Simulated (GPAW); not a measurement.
# NaHF2 (R-3m): the F K absorption edge, part 3 of 3

How does the F K edge of NaHF2 (R-3m) move when the bonds are compressed or stretched?

GPAW 26.7.0; X-ray absorption from dipole matrix elements to empty bands, plane-wave PAW LDA.

So far. Step 4 (Spectrum with FCH, F atom 2): The hole costs E(hole) − E(ground) = 688.36 eV, and the lowest empty level of the hole cell on the spectrum's mesh lies at 2.55 eV, which puts the zero at 690.91 eV. One term is added: -9.89 eV, since the hole is spin-paired here and a spin-polarised one costs that much less in the free atom (computed apart). The photon energy is then 681.02 eV.

## (7) Supercell without a hole, the energy reference

Level of this step: plane-wave PAW DFT, LDA, self-consistent field (GPAW).

The cell changes for the next run, so it gets a reference energy of its own.

The cell differs from the one that the last finished run ended in (a 5.967 → 6.029 Å, b 5.967 → 6.029 Å, c 5.967 → 6.029 Å).

Contents of scf.py:

```python
import numpy as np
from ase import Atoms
from ase.parallel import parprint, paropen
from gpaw import GPAW, PW, FermiDirac, Mixer, MixerDif, setup_paths
from gpaw.test import gen
setup_paths.insert(0, '.')
gen('F', name='nch1s', xcname='LDA', corehole=(1, 0, 0), write_xml=True)
from gpaw.mpi import world
world.barrier()

atoms = Atoms('Na4F8H4',
    cell=[[3.43890669, -1.9854537, 4.53703387],
     [-3.43890669, -1.9854537, 4.53703387],
     [0, -3.97090741, -4.53703387]],
    scaled_positions=[[0, 0, 0],
     [0.5, 0.5, 0],
     [0, 0.5, 0.5],
     [0.5, 0, 0.5],
     [0.5824, 0.5824, 0.4176],
     [0.0824, 0.0824, 0.4176],
     [0.5824, 0.0824, 0.9176],
     [0.0824, 0.5824, 0.9176],
     [0.4176, 0.4176, 0.5824],
     [0.9176, 0.9176, 0.5824],
     [0.4176, 0.9176, 0.0824],
     [0.9176, 0.4176, 0.0824],
     [0.5, 0.5, 0.5],
     [0, 0, 0.5],
     [0.5, 0, 0],
     [0, 0.5, 0]],
    pbc=True)
atoms.calc = calc = GPAW(legacy_gpaw=True, mode=PW(500), xc='LDA', setups={4: 'nch1s'},
    kpts={'size': (4, 4, 4), 'gamma': True}, occupations=FermiDirac(0.02),
    charge=0, mixer=Mixer(0.1, 5, 50), maxiter=150,
    convergence={'density': 0.0001}, txt='scf.txt')
energy = atoms.get_potential_energy() + calc.get_reference_energy()
ef = calc.get_fermi_level()
out = dict(energy=energy, fermi=ef, forces=atoms.get_forces().tolist())
parprint(f'all-electron energy {energy:.4f} eV, Fermi level {ef:.4f} eV')
ev = np.array([[calc.get_eigenvalues(k, s) for k in range(len(calc.get_ibz_k_points()))] for s in range(calc.get_number_of_spins())])
out['homo'], out['lumo'], out['counts'] = ev[ev < ef].max(), ev[ev > ef].min(), sorted(set((ev < ef).sum((0, 2)).tolist()))
out['filled'] = (ev[:, 0] < ef).sum(1).tolist()
import json
with paropen('out.json', 'w') as f:
    json.dump(out, f)
```

The run is started by

```console
> OMP_NUM_THREADS=1 mpirun -n 2 gpaw python scf.py
```

Numbers of over 12 decimals in the logs are rounded to 6 here.

Log:

```text
Input parameters:
  convergence: {density: 0.0001}
  kpts: {gamma: True,
         size: (4, 4, 4)}
  maxiter: 150
  mixer: {backend: pulay,
          beta: 0.1,
          method: separate,
          nmaxold: 5,
          weight: 50}
  mode: {ecut: 500.0,
         name: pw}
  occupations: {fixmagmom: False,
                name: fermi-dirac,
                width: 0.02}
  setups: {4: nch1s}

Initialize ...

[...]
2s(2) :    -1.089490     1.062936
*s    :    -0.089490
2p(5) :    -0.415007     0.777410
*p    :     0.584993
*d    :     0.000000
--------------------------------

Diagonalizing with gridspacing h=0.050

state   all-electron     PAW
-------------------------------
2s:      -1.089490    -1.091166
2p:      -0.415007    -0.417133
*d:                    0.051257
*f:                    0.077758
-------------------------------
all-electron energy -39308.8386 eV, Fermi level -1.6054 eV
[key lines of the parts left out:]
Converged after 13 iterations.
Dipole moment: (-0.000000, -0.000000, 0.000000) |e|*Ang
Free energy:    -73.818229
Fermi level: -1.60541
```

The job ended after 51 s (2 MPI ranks of Arm Neoverse V2, shared host; peak memory 0.35 GiB; 1.7 min of CPU time).

Reference energy: -39308.839 eV with the cores included.

## (8) Spectrum with FCH, F atom 2

Shorter bonds are expected to push antibonding states and scattering resonances up, and longer ones down; the cell is scaled to test that.

Changed against the first core-hole run: volume scale from 1 to 0.97; the field's mesh follows (3×3×3 to 4×4×4).

Contents of xas.py:

```python
import numpy as np
from ase import Atoms
from ase.parallel import parprint, paropen
from gpaw import GPAW, PW, FermiDirac, Mixer, MixerDif, setup_paths
from gpaw.test import gen
setup_paths.insert(0, '.')
gen('F', name='fch1s', xcname='LDA', corehole=(1, 0, 1), write_xml=True)
from gpaw.mpi import world
world.barrier()

atoms = Atoms('Na4F8H4',
    cell=[[3.43890669, -1.9854537, 4.53703387],
     [-3.43890669, -1.9854537, 4.53703387],
     [0, -3.97090741, -4.53703387]],
    scaled_positions=[[0, 0, 0],
     [0.5, 0.5, 0],
     [0, 0.5, 0.5],
     [0.5, 0, 0.5],
     [0.5824, 0.5824, 0.4176],
     [0.0824, 0.0824, 0.4176],
     [0.5824, 0.0824, 0.9176],
     [0.0824, 0.5824, 0.9176],
     [0.4176, 0.4176, 0.5824],
     [0.9176, 0.9176, 0.5824],
     [0.4176, 0.9176, 0.0824],
     [0.9176, 0.4176, 0.0824],
     [0.5, 0.5, 0.5],
     [0, 0, 0.5],
     [0.5, 0, 0],
     [0, 0.5, 0]],
    pbc=True)
atoms.calc = calc = GPAW(legacy_gpaw=True, mode=PW(500), xc='LDA', setups={4: 'fch1s'},
    kpts={'size': (4, 4, 4), 'gamma': True}, occupations=FermiDirac(0.02),
    charge=0, mixer=Mixer(0.1, 5, 50), maxiter=150,
    convergence={'density': 0.0001}, txt='scf.txt')
energy = atoms.get_potential_energy() + calc.get_reference_energy()
ef = calc.get_fermi_level()
out = dict(energy=energy, fermi=ef, forces=atoms.get_forces().tolist())
parprint(f'all-electron energy {energy:.4f} eV, Fermi level {ef:.4f} eV')
ev = np.array([[calc.get_eigenvalues(k, s) for k in range(len(calc.get_ibz_k_points()))] for s in range(calc.get_number_of_spins())])
out['homo'], out['lumo'], out['counts'] = ev[ev < ef].max(), ev[ev > ef].min(), sorted(set((ev < ef).sum((0, 2)).tolist()))
out['filled'] = (ev[:, 0] < ef).sum(1).tolist()

from ase.units import Ha
from gpaw.xas import dipole_matrix_elements
nb = int(calc.get_number_of_electrons() / 2) + 113
top, nb = nb, nb + 8 + nb // 12
nscf = calc.fixed_density(kpts={'size': (4, 4, 4), 'gamma': True}, nbands=nb,
    convergence={'bands': top, 'eigenstates': 1e-5}, maxiter=60, txt='nscf.txt')
cell = atoms.cell.array
ops = [cell.T @ U.T @ np.linalg.inv(cell.T) for U in nscf.wfs.kd.symmetry.op_scc]
filled = [44]  # bands filled in the ground state, by spin
E = np.arange(-6, 34, 0.1)
fwhm = np.interp(E, [4, 25], [0.9, 3.5])
Y, X, zero, highest = 0, 0, 1e9, 1e9
for spin in range(nscf.get_number_of_spins()):
    wfs = nscf.wfs
    A = dipole_matrix_elements(wfs.setups[4])
    eps = np.zeros((wfs.kd.nibzkpts, nb))
    d = np.zeros((3, A.shape[1], wfs.kd.nibzkpts, nb), complex)
    for kpt in wfs.kpt_u:
        if kpt.s == spin and 4 in kpt.P_ani:
            eps[kpt.k] = kpt.eps_n * Ha
            d[:, :, kpt.k] = (kpt.weight * wfs.nspins / 2) ** 0.5 * np.inner(A, kpt.P_ani[4])
    world.sum(eps)
    world.sum(d)
    T = np.einsum('amkn,bmkn->abkn', d, d.conj()).real
    T = sum(np.einsum('ai,ijkn,bj->abkn', R, T, R) for R in ops) / len(ops)
    empty = np.ones_like(eps, bool) & (np.arange(nb) >= filled[spin])
    zero, highest = min(zero, eps[empty].min()), min(highest, eps[:, top - 1].min())
    lines = [(eps, T, empty)] if spin == 0 else lines + [(eps, T, empty)]
for eps, T, empty in lines:
    f = np.einsum('aakn->akn', T).reshape(3, -1)
    x = eps.ravel() - zero
    w = np.interp(x, E, fwhm) / 2.35482
    g = np.exp(-0.5 * ((E[:, None] - x) / w) ** 2) / (w * (2 * np.pi) ** 0.5)
    Y = Y + (f * empty.ravel()) @ g.T
    X = X + (f * ~empty.ravel()) @ g.T
out.update(E=E.round(2).tolist(), xas=Y.tolist(), xes=X.tolist(), zero=zero, valid=highest - zero, nk=len(eps), nb=nb)
for i in range(0, len(E), 10):
    parprint(f'{E[i]:7.2f}', *(f'{v:10.3e}' for v in Y[:, i]))
import json
with paropen('out.json', 'w') as f:
    json.dump(out, f)
```

The run is started by

```console
> OMP_NUM_THREADS=1 mpirun -n 2 gpaw python xas.py
```

Log:

```text
Input parameters:
  convergence: {density: 0.0001}
  kpts: {gamma: True,
         size: (4, 4, 4)}
  maxiter: 150
  mixer: {backend: pulay,
          beta: 0.1,
          method: separate,
          nmaxold: 5,
          weight: 50}
  mode: {ecut: 500.0,
         name: pw}
  occupations: {fixmagmom: False,
                name: fermi-dirac,
                width: 0.02}
  setups: {4: fch1s}

Initialize ...

[...]
*p    :    -0.212468
*d    :     0.000000
--------------------------------

Diagonalizing with gridspacing h=0.050

state   all-electron     PAW
-------------------------------
2s:      -1.877741    -1.879888
2p:      -1.212468    -1.215269
*d:                   -0.058611
*f:                   -0.013370
-------------------------------
all-electron energy -38620.6010 eV, Fermi level -1.3384 eV
[...]
32.00  2.136e-05  2.136e-05  2.626e-05
  33.00  1.987e-05  1.987e-05  2.132e-05
[key lines of the parts left out:]
Converged after 15 iterations.
Dipole moment: (-0.000000, -0.000000, 0.439780) |e|*Ang
Free energy:    -88.901557
Fermi level: -1.33844
```

Run time: 3.8 min. Hardware: 2 MPI ranks; peak memory 0.6 GiB.

| E (eV) | first run | this run |
| --- | --- | --- |
| -2.0 | 0.00 | 0.00 |
| -1.0 | 0.00 | 0.00 |
| 0.0 | 0.02 | 0.02 |
| 1.0 | 0.16 | 0.15 |
| 2.0 | 0.32 | 0.30 |
| 3.0 | 1.11 | 1.05 |
| 4.0 | 1.98 | 1.93 |
| 5.0 | 1.80 | 1.83 |
| 6.0 | 1.54 | 1.31 |
| 7.0 | 2.58 | 2.57 |
| 8.0 | 1.57 | 1.86 |
| 9.0 | 0.71 | 0.83 |
| 10.0 | 0.52 | 0.52 |
| 11.0 | 0.72 | 0.72 |
| 12.0 | 1.01 | 0.97 |
| 13.0 | 0.92 | 0.98 |
| 14.0 | 0.58 | 0.63 |
| 15.0 | 0.58 | 0.55 |
| 16.0 | 0.78 | 0.72 |
| 17.0 | 0.94 | 0.91 |
| 18.0 | 0.90 | 0.92 |
| 19.0 | 0.76 | 0.80 |
| 20.0 | 0.66 | 0.68 |
| 21.0 | 0.62 | 0.62 |
| 22.0 | 0.62 | 0.61 |
| 23.0 | 0.61 | 0.60 |
| 24.0 | 0.63 | 0.61 |
| 25.0 | 0.71 | 0.67 |
| 26.0 | 0.79 | 0.75 |
| 27.0 | 0.83 | 0.82 |
| 28.0 | 0.83 | 0.83 |
| 29.0 | 0.79 | 0.80 |
| 30.0 | 0.73 | 0.75 |
| 31.0 | 0.66 | 0.69 |
| 32.0 | 0.58 | 0.61 |

The scaled spectrum changes by 9 % r.m.s. The highest intensity below 16 eV goes from 6.9 eV (2.59) to 7.1 eV (2.60).

The photon energy of the zero moves by +0.12 eV.

## (9) Supercell without a hole, the energy reference

The cell and mesh change for the next run, so it gets a reference energy of its own.

The cell differs from the one that the last finished run ended in (a 6.029 → 6.268 Å, b 6.029 → 6.268 Å, c 6.029 → 6.268 Å).

scf.py: that of step 7 with these lines changed.

```diff
@@ -11,5 +11,5 @@
 atoms = Atoms('Na4F8H4',
-    cell=[[3.43890669, -1.9854537, 4.53703387],
-     [-3.43890669, -1.9854537, 4.53703387],
-     [0, -3.97090741, -4.53703387]],
+    cell=[[3.57524093, -2.06416631, 4.71690297],
+     [-3.57524093, -2.06416631, 4.71690297],
+     [0, -4.12833263, -4.71690297]],
     scaled_positions=[[0, 0, 0],
@@ -32,3 +32,3 @@
 atoms.calc = calc = GPAW(legacy_gpaw=True, mode=PW(500), xc='LDA', setups={4: 'nch1s'},
-    kpts={'size': (4, 4, 4), 'gamma': True}, occupations=FermiDirac(0.02),
+    kpts={'size': (3, 3, 3), 'gamma': True}, occupations=FermiDirac(0.02),
     charge=0, mixer=Mixer(0.1, 5, 50), maxiter=150,
```

The run is started by

```console
> OMP_NUM_THREADS=1 mpirun -n 2 gpaw python scf.py
```

Log:

```text
Input parameters:
  convergence: {density: 0.0001}
  kpts: {gamma: True,
         size: (3, 3, 3)}
  maxiter: 150
  mixer: {backend: pulay,
          beta: 0.1,
          method: separate,
          nmaxold: 5,
          weight: 50}
  mode: {ecut: 500.0,
         name: pw}
  occupations: {fixmagmom: False,
                name: fermi-dirac,
                width: 0.02}
  setups: {4: nch1s}

Initialize ...

[...]
2s(2) :    -1.089490     1.062936
*s    :    -0.089490
2p(5) :    -0.415007     0.777410
*p    :     0.584993
*d    :     0.000000
--------------------------------

Diagonalizing with gridspacing h=0.050

state   all-electron     PAW
-------------------------------
2s:      -1.089490    -1.091166
2p:      -0.415007    -0.417133
*d:                    0.051257
*f:                    0.077758
-------------------------------
all-electron energy -39308.3928 eV, Fermi level -2.3008 eV
[key lines of the parts left out:]
Converged after 13 iterations.
Dipole moment: (-0.000000, 0.000000, -0.000000) |e|*Ang
Free energy:    -73.372412
Fermi level: -2.30081
```

Wall time 35 s (2 MPI ranks); peak memory 0.31 GiB; 70 s of CPU time.

Reference energy: -39308.393 eV with the cores included.

## (10) Spectrum with FCH, F atom 2

Shorter bonds are expected to push antibonding states and scattering resonances up, and longer ones down; the cell is scaled to test that.

Changed against the first core-hole run: volume scale from 1 to 1.09.

xas.py: that of step 8 with these lines changed.

```diff
@@ -11,5 +11,5 @@
 atoms = Atoms('Na4F8H4',
-    cell=[[3.43890669, -1.9854537, 4.53703387],
-     [-3.43890669, -1.9854537, 4.53703387],
-     [0, -3.97090741, -4.53703387]],
+    cell=[[3.57524093, -2.06416631, 4.71690297],
+     [-3.57524093, -2.06416631, 4.71690297],
+     [0, -4.12833263, -4.71690297]],
     scaled_positions=[[0, 0, 0],
@@ -32,3 +32,3 @@
 atoms.calc = calc = GPAW(legacy_gpaw=True, mode=PW(500), xc='LDA', setups={4: 'fch1s'},
-    kpts={'size': (4, 4, 4), 'gamma': True}, occupations=FermiDirac(0.02),
+    kpts={'size': (3, 3, 3), 'gamma': True}, occupations=FermiDirac(0.02),
     charge=0, mixer=Mixer(0.1, 5, 50), maxiter=150,
@@ -45,3 +45,3 @@
 from gpaw.xas import dipole_matrix_elements
-nb = int(calc.get_number_of_electrons() / 2) + 113
+nb = int(calc.get_number_of_electrons() / 2) + 127
 top, nb = nb, nb + 8 + nb // 12
```

The run is started by

```console
> OMP_NUM_THREADS=1 mpirun -n 2 gpaw python xas.py
```

Log:

```text
Input parameters:
  convergence: {density: 0.0001}
  kpts: {gamma: True,
         size: (3, 3, 3)}
  maxiter: 150
  mixer: {backend: pulay,
          beta: 0.1,
          method: separate,
          nmaxold: 5,
          weight: 50}
  mode: {ecut: 500.0,
         name: pw}
  occupations: {fixmagmom: False,
                name: fermi-dirac,
                width: 0.02}
  setups: {4: fch1s}

Initialize ...

[...]
*p    :    -0.212468
*d    :     0.000000
--------------------------------

Diagonalizing with gridspacing h=0.050

state   all-electron     PAW
-------------------------------
2s:      -1.877741    -1.879888
2p:      -1.212468    -1.215269
*d:                   -0.058611
*f:                   -0.013370
-------------------------------
all-electron energy -38619.7115 eV, Fermi level -2.0622 eV
[...]
32.00  2.026e-05  2.026e-05  1.788e-05
  33.00  2.105e-05  2.105e-05  1.586e-05
[key lines of the parts left out:]
Converged after 17 iterations.
Dipole moment: (-0.000000, -0.000000, 0.464677) |e|*Ang
Free energy:    -88.012061
Fermi level: -2.06223
```

It took 5.7 min on 2 MPI ranks; peak memory 0.62 GiB; 11 min of CPU time.

| E (eV) | first run | this run |
| --- | --- | --- |
| -2.0 | 0.00 | 0.00 |
| -1.0 | 0.00 | 0.00 |
| 0.0 | 0.02 | 0.03 |
| 1.0 | 0.16 | 0.24 |
| 2.0 | 0.32 | 0.38 |
| 3.0 | 1.11 | 1.38 |
| 4.0 | 1.98 | 2.31 |
| 5.0 | 1.80 | 1.57 |
| 6.0 | 1.54 | 2.26 |
| 7.0 | 2.58 | 1.94 |
| 8.0 | 1.57 | 1.02 |
| 9.0 | 0.71 | 0.55 |
| 10.0 | 0.52 | 0.53 |
| 11.0 | 0.72 | 0.82 |
| 12.0 | 1.01 | 1.06 |
| 13.0 | 0.92 | 0.71 |
| 14.0 | 0.58 | 0.56 |
| 15.0 | 0.58 | 0.73 |
| 16.0 | 0.78 | 0.94 |
| 17.0 | 0.94 | 0.94 |
| 18.0 | 0.90 | 0.80 |
| 19.0 | 0.76 | 0.68 |
| 20.0 | 0.66 | 0.64 |
| 21.0 | 0.62 | 0.63 |
| 22.0 | 0.62 | 0.63 |
| 23.0 | 0.61 | 0.67 |
| 24.0 | 0.63 | 0.75 |
| 25.0 | 0.71 | 0.82 |
| 26.0 | 0.79 | 0.85 |
| 27.0 | 0.83 | 0.84 |
| 28.0 | 0.83 | 0.80 |
| 29.0 | 0.79 | 0.73 |
| 30.0 | 0.73 | 0.65 |
| 31.0 | 0.66 | 0.58 |
| 32.0 | 0.58 | 0.54 |

Against the first run the r.m.s. difference is 22 %. A shift of -0.4 eV leaves 12 %. Another feature, at 4.3 eV (2.60), becomes the highest below 16 eV; the one at 6.9 eV (2.59) is now at 6.4 eV (2.49).

The photon energy of the zero moves by -0.33 eV.

## (11) The volumes side by side

| volume | nearest distance (Å) | shift of the zero (eV) | maximum 1 (eV above own zero) | maximum 2 (eV above own zero) | maximum 3 (eV above own zero) | maximum 4 (eV above own zero) |
| --- | --- | --- | --- | --- | --- | --- |
| 0.94 | 1.110 | +0.25 | 4.6 | 7.4 | 12.7 | 17.8 |
| 0.97 | 1.122 | +0.12 | 4.5 | 7.1 | 12.5 | 17.5 |
| 1 | 1.133 | +0.00 | 4.5 | 6.9 | 12.4 | 17.3 |
| 1.09 | 1.166 | -0.33 | 4.3 | 6.4 | 11.9 | 16.5 |

The curves, each shifted by its zero's change so that they share one photon-energy axis, counted from the zero at V × 1:

| E (eV) | V × 0.94 | V × 0.97 | V × 1 | V × 1.09 |
| --- | --- | --- | --- | --- |
| -2.0 | 0.00 | 0.00 | 0.00 | 0.00 |
| -1.0 | 0.00 | 0.00 | 0.00 | 0.00 |
| 0.0 | 0.01 | 0.01 | 0.02 | 0.07 |
| 1.0 | 0.09 | 0.12 | 0.16 | 0.32 |
| 2.0 | 0.24 | 0.27 | 0.32 | 0.66 |
| 3.0 | 0.82 | 0.96 | 1.11 | 1.73 |
| 4.0 | 1.73 | 1.87 | 1.98 | 2.59 |
| 5.0 | 2.00 | 1.96 | 1.80 | 1.45 |
| 6.0 | 1.14 | 1.23 | 1.54 | 2.49 |
| 7.0 | 2.05 | 2.49 | 2.58 | 1.56 |
| 8.0 | 2.42 | 2.00 | 1.57 | 0.82 |
| 9.0 | 1.28 | 0.93 | 0.71 | 0.49 |
| 10.0 | 0.55 | 0.51 | 0.52 | 0.60 |
| 11.0 | 0.65 | 0.69 | 0.72 | 0.95 |
| 12.0 | 0.88 | 0.94 | 1.01 | 0.98 |
| 13.0 | 1.04 | 1.01 | 0.92 | 0.61 |
| 14.0 | 0.78 | 0.66 | 0.58 | 0.59 |
| 15.0 | 0.54 | 0.54 | 0.58 | 0.81 |
| 16.0 | 0.61 | 0.69 | 0.78 | 0.97 |
| 17.0 | 0.81 | 0.89 | 0.94 | 0.90 |
| 18.0 | 0.93 | 0.93 | 0.90 | 0.76 |
| 19.0 | 0.87 | 0.82 | 0.76 | 0.66 |
| 20.0 | 0.74 | 0.69 | 0.66 | 0.64 |
| 21.0 | 0.64 | 0.62 | 0.62 | 0.63 |
| 22.0 | 0.61 | 0.61 | 0.62 | 0.64 |
| 23.0 | 0.60 | 0.60 | 0.61 | 0.69 |
| 24.0 | 0.59 | 0.60 | 0.63 | 0.78 |
| 25.0 | 0.61 | 0.66 | 0.71 | 0.84 |
| 26.0 | 0.69 | 0.74 | 0.79 | 0.85 |
| 27.0 | 0.77 | 0.81 | 0.83 | 0.83 |
| 28.0 | 0.82 | 0.83 | 0.83 | 0.78 |
| 29.0 | 0.81 | 0.80 | 0.79 | 0.71 |
| 30.0 | 0.78 | 0.76 | 0.73 | 0.63 |
| 31.0 | 0.73 | 0.70 | 0.66 | 0.56 |
| 32.0 | 0.66 | 0.62 | 0.58 | 0.53 |

## (12) What came out

- absorber and edge: F K, atom 2 of the ground-state input (counted from 1)
- surroundings: 1 H at 1.13 Å and 3 Na at 2.32 Å (distorted tetrahedral, site symmetry 3m)
- highest intensity below 16 eV: 6.9 eV above the zero, height 2.59
- photon energy of the zero, with the added terms: 681.0 eV (raw 690.9 eV; LDA puts this hole about 5 eV below PBE, itself good to a few eV)

**Reading.** From V × 0.94 to V × 1.09 the nearest distance grows by 0.056 Å and the zero moves by -0.58 eV. Above their own zero, the maxima move from 4.6 to 4.3 eV, from 7.4 to 6.4 eV, from 12.7 to 11.9 eV and from 17.8 to 16.5 eV. The one highest in energy moves most, in the direction that the rule ΔE·R² ≈ constant for scattering resonances gives. The F K edge of atom 2, with 1 H at 1.13 Å and 3 Na at 2.32 Å (distorted tetrahedral, site symmetry 3m), has its highest intensity of the first 16 eV at 6.9 eV above the zero, near 688 eV in photon energy (LDA puts this hole about 5 eV below PBE, itself good to a few eV), 2.6 times the mean level of the first 20 eV (Gaussian full width 0.9 eV up to 4 eV, rising linearly to 3.5 eV at 25 eV). At the F K edge of atom 2 polarisation matters most near 6.9 eV, where the curves differ by 4.5 on this scale. The holes are only 6.1 Å apart, so the shape is probably not converged with cell size; no larger cell was run here. The mesh is coarse (0.28 Å⁻¹ between points), so small maxima may be mesh ripples. Lifetime broadening is put in by hand, and intensities beyond about 20 eV depend on it and on the partial waves; weight that the partial waves miss at high energy is lost. The structure is a published determination, not relaxed.

[Banner, clock and machine lines of the logs are left out without a mark of their own.]

[Logs are printed without paths, hosts, clocks, repeated set-up lines and the standing remarks that a program may print on its own settings, such as how far it seeks lower states.]

[Hosts, paths, dates, database ids (printed as entryN), source tags and the programs' standing remarks are cut or masked in the printed files.]

[Lists of maxima count a maximum above −3 eV only where it reaches 4 % of the highest in the window and stands out from its surroundings by 2 % of it (1.5 % where it reaches 55 %); shoulders and weaker maxima are passed over, and of the rest the first, up to two pre-edge ones and the few strongest are named.]
